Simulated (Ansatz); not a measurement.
## Quasiparticle gap of GaN (F-43m)

Wanted: the gap of GaN (F-43m) with a many-body correction, and the time that it takes.

Main program and level: Ansatz 0.2.0; PBE, then G0W0 on it, plane waves, PAW.

**Experimental background.**

- Gap 3.23 eV: absorption onset (direct gap at Gamma) of unexcited film, from imaginary part of dielectric function; spectroscopic ellipsometry (steady-state reference of time-resolved measurement); 300 K; film on 3C-SiC/Si(001) (“Femtosecond pump-probe absorption edge spectroscopy of cubic GaN”, 2022, arxiv:2206.02223).

### 1. Set-up

It takes space group F-43m (No. 216, cubic). Conventional cell: a = 4.507 Å, b = 4.507 Å, c = 4.507 Å, α = 90.00°, β = 90.00°, γ = 90.00°. Ga has 4 N at 1.95 Å nearest. Nearest to N lie 4 Ga at 1.95 Å. Farther neighbours and most contacts between anions are not listed.

The cell and positions are those that the Materials Project relaxed with its own functionals (PBE, PBE+U or r2SCAN), kept fixed. This is not the form that GaN usually takes at ambient conditions.

### 2. Bands along the symmetry lines

Levels along a band path and on the mesh show where this functional puts the band edges.

This step: DFT, PBE, plane waves, PAW; PAW set soft_1.

Contents of input.yaml:

```yaml
crystal:
  lattice:
    - [0.0, 2.2535006075, 2.2535006075]
    - [2.2535006075, 0.0, 2.2535006075]
    - [2.2535006075, 2.2535006075, 0.0]
  atoms:
    - { symbol: Ga, position: [0.0, 0.0, 0.0] }
    - { symbol: "N", position: [0.75, 0.75, 0.75] }
kpoints:
  mp_grid: { grid: [8, 8, 8] }
  band_path:
    path:
      - [[0.0, 0.0, 0.0], [-0.5, -0.5, 0.0], [-0.375, -0.375, 0.25]]
      - [[-0.375, 0.0, 0.375], [0.0, 0.0, 0.0], [0.0, 0.0, 0.5], [-0.5, -0.25, 0.25], [-0.5, -0.5, 0.0]]
    npoints: 10
hamiltonian:
  xc: pbe
  pseudopotentials: { kind: paw, azcp: { folder: soft_1 } }
scf:
  occupations: { method: fermi_dirac, width: 0.02 }
  n_extra_bands: 4
output:
  eigenvalues: true
  write_density: true
  write_potential: true
  elf: true
  volumetric_format: npy
```

Launch:

```
$ ansatz run input.yaml --threads 3 --pin off --max-ram 92160MiB --backend cuda --events-out ev --progress --plain --runs-dir out --devices 1 --max-vram 13GiB
```

Numbers of over 12 decimals in the logs are rounded to 6 here.

What it wrote:

```text
scf.n_extra_bands = 4 over 9 filled bands (N_el = 18.0): the run solves 13 bands
GPUs: using 1 of 1 available (devices: 1).
Engine: ansatz 0.2.0, x86_64-unknown-linux-gnu
Pseudopotentials: kind: paw
Pseudopotential: Ga, paw, valence charge 13, recommended cutoff 420 eV (normal), soft_1/Ga.paw.azcp
Pseudopotential: N, paw, valence charge 5, recommended cutoff 420 eV (normal), soft_1/N.paw.azcp
Functional definition: PBE
  parameter kappa = 0.804
  parameter beta = 0.066725
  exchange = pbe_x(kappa = kappa, mu = beta*pi^2/3)
  correlation = pbe_c(beta = beta)
device memory: the entry about to start is reckoned to put 0.6 GiB on a device that reports 60.9 GiB free (of which the cap on the GPU budget leaves the run 13.0 GiB)
GPU FFT provider: cuFFT
GPU libraries: cuBLAS 13.8.2, cuFFT 12.4.0, cuSOLVER 12.3.4
Crystal: 2 atoms, lattice volume = 22.888 Å³
Basis set: ecut = 420 eV, 459 PW (Γ)
Bands: 13, of which v1, the nominal top of the filled ones, is band 9 counted from 1 (8 counted from 0)
Symmetry: 24 space group operations
Space group: F-43m (ITA 216), of the structure as read, at distance tolerance 2.8e-5 Å
k-points: 29 of 512 (time reversal used)
Non-local potential: Ga, projectors of the file, l = 0: 2, l = 1: 2, l = 2: 3, l = 3: 1
Non-local potential: N, projectors of the file, l = 0: 2, l = 1: 2, l = 2: 1
PAW form: soft (Blöchl's): semilocal exchange-correlation on the pseudo side does not see the compensation charge
PAW one-centre angular grid: Ga, 590 points (default); XC on 64 Gauss nodes
PAW one-centre angular grid: N, 110 points (default); XC on 64 Gauss nodes
Initial density: superposition of atomic densities (chi_scale 0.1, normalization cell, long waves kept (reshape's long-wave potential 0.00 eV rms))
Initial wavefunctions: pseudopotential atomic-orbital guess
GPU buffer pool allocated for 13824 grid points (all kernels)
GPU transforms: local potential and band sums: pruned to the plane-wave sphere, on 24×24×24
Functional: x = pbe(κ = 0.804, μ = 0.219515), c = pbe(β = 0.066725)
SCF iter   1: F=—  HF=-4168.581743 eV  |F-HF|=—  |Δ(HF+E_count)|=         —  Δρ=1.12e-1  dr2=2.52e0  ethr=3.10e-3  ⟨swp⟩=4.2  Hψ=1938  notcnv=0
preconditioner: auto → none  [insulator: Δε(μ)=2.563 eV  Ē_g=19.107 eV  σ=0.020 eV  W_gap=1.00  n_scr=8 (ndim 8)  ℏωp=32.9 eV  f_vac=0.000  D(μ)=0.00/eV (n_scr^D=0)  ε∞_Penn≈4.0]
SCF iter   2: F=—  HF=-4167.982270 eV  |F-HF|=—  |Δ(HF+E_count)|=   5.99e-1  Δρ=4.32e-2  dr2=3.62e-1  ethr=3.10e-3  ⟨swp⟩=2.7  Hψ=932  notcnv=0
SCF iter   3: F=—  HF=-4167.909575 eV  |F-HF|=—  |Δ(HF+E_count)|=   7.27e-2  Δρ=1.18e-2  dr2=1.30e-2  ethr=2.01e-3  ⟨swp⟩=2.7  Hψ=689  notcnv=0
SCF iter   4: F=—  HF=-4167.902695 eV  |F-HF|=—  |Δ(HF+E_count)|=   6.88e-3  Δρ=2.12e-3  dr2=5.06e-4  ethr=7.22e-5  ⟨swp⟩=2.0  Hψ=980  notcnv=0
SCF iter   5: F=—  HF=-4167.902573 eV  |F-HF|=—  |Δ(HF+E_count)|=   1.22e-4  Δρ=3.53e-4  dr2=1.23e-5  ethr=2.81e-6  ⟨swp⟩=2.0  Hψ=747  notcnv=0
SCF iter   6: F=—  HF=-4167.902617 eV  |F-HF|=—  |Δ(HF+E_count)|=   4.45e-5  Δρ=2.36e-5  dr2=7.44e-8  ethr=5.56e-10  ⟨swp⟩=2.8  Hψ=1992  notcnv=0
SCF iter   7: F=-4167.902617 eV  HF=-4167.902617 eV  |F-HF|=3.91e-10  |Δ(HF+E_count)|=   1.11e-7  Δρ=1.77e-6  dr2=5.52e-10  ethr=4.13e-10  ⟨swp⟩=1.0  Hψ=1129  notcnv=0
SCF 1 converged in 7 iterations: F = -4167.902617 eV  dr2 = 5.52e-10
  greatest PAW one-centre occupation: 0.995 electrons in one spin orbital (limit 2), on the Ga atom at site 0 (counted from 0), in its partial waves of l = 2
device memory: the entry about to start is reckoned to put 0.7 GiB on a device that reports 60.9 GiB free (of which the cap on the GPU budget leaves the run 13.0 GiB)
NSCF: frozen V_eff on 62 k-points, pencils in batches of 32, up to order 60
SCF converged after 7 iterations
Free energy (F): -4167.902617 eV
Harris-Foulkes:  -4167.902617 eV  (|F-HF|=3.91e-10)
Internal energy: -4167.902617 eV  (E = F + TS)
E sigma→0 (E₀):  -4167.902617 eV
Fermi energy:    10.508980 eV
--- Per-component energies (eV) ---
  E_band       = -5.810289
  E_kinetic    = 240.840316
  E_local      = -1414.428906  (includes V_loc(G=0)·N_el)
  E_nonlocal   = -54.741312
  E_hartree    = 894.722284
  E_xc         = -122.351692
  E_vxc        = -130.981933  (∫ρ·V_xc dr)
  E_paw        = -2124.509167  (= ΣΔE_a)
  E_vpaw       = -435.943534  (= ΣTr[D̂ρ^β])
  E_aug_tail   = 0.000814  (compensation charges beyond the density's cutoff)
  E_ewald      = -1587.434954
  E_smearing   = -0.000000  (= −TS)
  E_closure    = 0.000000  (closes the sum)
  Σ components = -4167.902617   (vs F -4167.902617, Δ=0.00e0)
--- Band table (eV; the first three rows and the last of 29) ---
  k-point 0: bands = [... 5 lower, -3.5295, 9.6387, 9.6387, 9.6387, 11.3572, 19.9568, 19.9568, 19.9568]
  k-point 1: bands = [... 5 lower, -3.5311, 8.1112, 9.4772, 9.4772, 12.5079, 19.2461, 20.1936, 20.1936]
  k-point 2: bands = [... 5 lower, -3.4738, 5.7841, 9.1188, 9.1188, 13.6982, 18.4235, 20.4109, 20.4109]
  k-point 28: bands = [... 5 lower, -1.5532, 3.9466, 5.9490, 6.0042, 15.8595, 18.0263, 19.9071, 20.7509]
```

Wall time 6.3 s (1 × NVIDIA H100 80GB HBM3 (shared by 6 runs) with 3 threads of AMD EPYC 7R13 (Zen 3), shared host); peak memory 0.88 GiB; 3.2 s of CPU time.

This step gave:

| Quantity | Value |
| --- | --- |
| filled bands | 9 |
| gap | 1.718 eV |
| valence top at | Γ |
| conduction bottom at | Γ |
| least direct gap | 1.718 eV |

Over mesh and path the gap is 1.718 eV, direct, at k = Γ.

The electronic bands at the labelled points (eV, zero at the top of the highest nominally filled band):

```tsv
point	band 6	band 7	band 8	band 9	band 10	band 11	band 12	band 13
Γ	-13.17	0.00	0.00	0.00	1.72	10.32	10.32	10.32
halfway	-12.97	-3.43	-1.49	-1.49	4.57	7.40	11.60	12.00
X	-11.47	-6.12	-2.70	-2.70	3.35	6.67	11.70	13.96
halfway	-11.40	-6.03	-3.34	-2.56	3.94	7.12	11.57	13.60
U	-11.31	-5.86	-4.25	-2.17	5.00	7.86	11.07	12.84
jump to K	-11.31	-5.86	-4.25	-2.17	5.00	7.86	11.07	12.84
halfway	-12.82	-4.19	-2.12	-0.53	5.21	8.50	9.62	11.15
Γ	-13.17	0.00	0.00	0.00	1.72	10.32	10.32	10.32
halfway	-13.11	-3.85	-0.52	-0.52	4.06	8.78	10.77	10.77
L	-11.90	-7.03	-0.97	-0.97	4.64	8.72	10.37	10.37
halfway	-11.59	-6.41	-3.00	-1.77	6.63	7.01	10.09	11.70
W	-11.19	-5.69	-3.69	-3.63	6.22	8.39	10.27	11.11
halfway	-11.33	-5.94	-3.21	-3.18	4.58	7.47	11.46	12.27
X	-11.47	-6.12	-2.70	-2.70	3.35	6.67	11.70	13.96
```

The electronic bands as a text plot (rows in eV, shown from -8.0 to 7.7 only):

```
    7.4 |      ++      ++   +++                      + ++     +
    6.7 |        ++++++      ++                       +++      ++
    6.1 |                   +  +                     +   +++
    5.4 |                  +    +                  ++       +
    4.8 |      ++        ++                   +++++          +
    4.1 |    ++  +     ++        +          ++                +
    3.5 |   +     +++++           ++      ++                   ++
    2.8 |  +                        +    +
    2.2 | +                          +  +
    1.5 |+                            ++
    0.8 |
    0.2 |**                         ******
   -0.5 | ***                   ******  * *****
   -1.1 |  * **              *** ****    *     ******
   -1.8 |   *  **          **             *         ***
   -2.4 |    **  **********     * **                 * **       *
   -3.1 |             **       * *         *          *  *   ***
   -3.7 |      *        *   ***             *          ******
   -4.4 |       *        ***    *
   -5.1 |        *             *             *
   -5.7 |         ***  ********               *         *******
   -6.4 |            **                        *     ***       **
   -7.0 |                                       *****
   -7.7 |
         Γ           X  U|K            Γ         L        W     X
```

ELF in the ac plane of a cell with a along [110], b along [-110] and c along [001] of the cube at fractional y = 0.000, with atoms of Ga and N within 0.2 Å of it. It is the smooth field of the valence electrons, not physical close to the nuclei.

Values, 7 rows by 16 columns, each cell a mean:
```
0.07 0.15 0.19 0.17 0.17 0.18 0.19 0.10 0.07 0.15 0.19 0.17 0.17 0.18 0.19 0.10
0.17 0.16 0.11 0.05 0.04 0.08 0.14 0.17 0.17 0.16 0.11 0.05 0.04 0.08 0.14 0.17
0.06 0.05 0.05 0.09 0.10 0.07 0.05 0.05 0.06 0.05 0.05 0.09 0.10 0.07 0.05 0.05
0.02 0.09 0.29 0.50 0.54 0.39 0.16 0.04 0.02 0.09 0.29 0.50 0.54 0.39 0.16 0.04
0.11 0.37 0.69 0.66 0.59 0.72 0.53 0.18 0.11 0.37 0.69 0.66 0.59 0.72 0.53 0.18
0.19 0.38 0.75 0.59 0.45 0.76 0.55 0.23 0.19 0.38 0.75 0.59 0.45 0.76 0.55 0.23
0.07 0.13 0.37 0.63 0.67 0.50 0.22 0.06 0.07 0.13 0.37 0.63 0.67 0.50 0.22 0.06
```
Columns run along a (6.4 Å), rows up along c (4.5 Å), edges of the conventional cell, whose origin can differ from the input's. Atoms in or near the plane, at fractional coordinates: Ga at (0.50, 0.00), Ga at (0.00, 0.00), N at (0.75, 0.25), N at (0.25, 0.25).

Electrostatic potential energy in the ac plane of a cell with a along [110], b along [-110] and c along [001] of the cube at fractional y = 0.000, with atoms of Ga and N within 0.2 Å of it. With pseudopotentials it is smooth inside the atoms' cores, unlike the true potential.

Values in eV, 7 rows by 16 columns, each cell a mean:
```
 32  13   3  11  11   7   4  26  32  13   3  11  11   7   4  26
  5   7  10  12  12  11   8   5   5   7  10  12  12  11   8   5
 13  13  13  12  12  12  13  13  13  13  13  12  12  12  13  13
 14  14  13  11  11  12  13  14  14  14  13  11  11  12  13  14
 13  12   5 -19 -23  -5  11  13  13  12   5 -19 -23  -5  11  13
  5   5  -2 -27 -30 -13   5   4   5   5  -2 -27 -30 -13   5   4
 41  19   3   7   6   5   7  36  41  19   3   7   6   5   7  36
```
Columns run along a (6.4 Å; values clipped at the 3rd and 97th percentile), rows up along c (4.5 Å), edges of the conventional cell, whose origin can differ from the input's. Atoms in or near the plane, at fractional coordinates: Ga at (0.50, 0.00), Ga at (0.00, 0.00), N at (0.75, 0.25), N at (0.25, 0.25).

(Continued in part 2 of 2.)

[Paths, hosts, dates, memory and timing lines, banners, echoed tables and standing remarks are left out of the program output.]

[Logs are printed without paths, hosts, clocks, repeated set-up lines and the standing remarks that a program may print on its own settings, such as how far it seeks lower states.]

[Runs of the session that timed out or met a known fault of the program may be left out.]

[Cells called generated may have been cut or substituted from an entry of the Crystallography Open Database or the Materials Project.]

[Hosts, paths, dates, database ids (printed as entryN), source tags and the programs' standing remarks are cut or masked in the printed files.]

[Where an RPA ε∞ is given, it is that of the G0W0 mesh and is not shown converged in it. Names of k-points follow the symmetry that the program found, which can be lower than the space group named. Band edges on a path are those of the sampled points; other points can move an edge, and change direct to indirect where valleys lie close.]

[Hybrid gaps are those of their k-mesh and are not shown converged in it.]
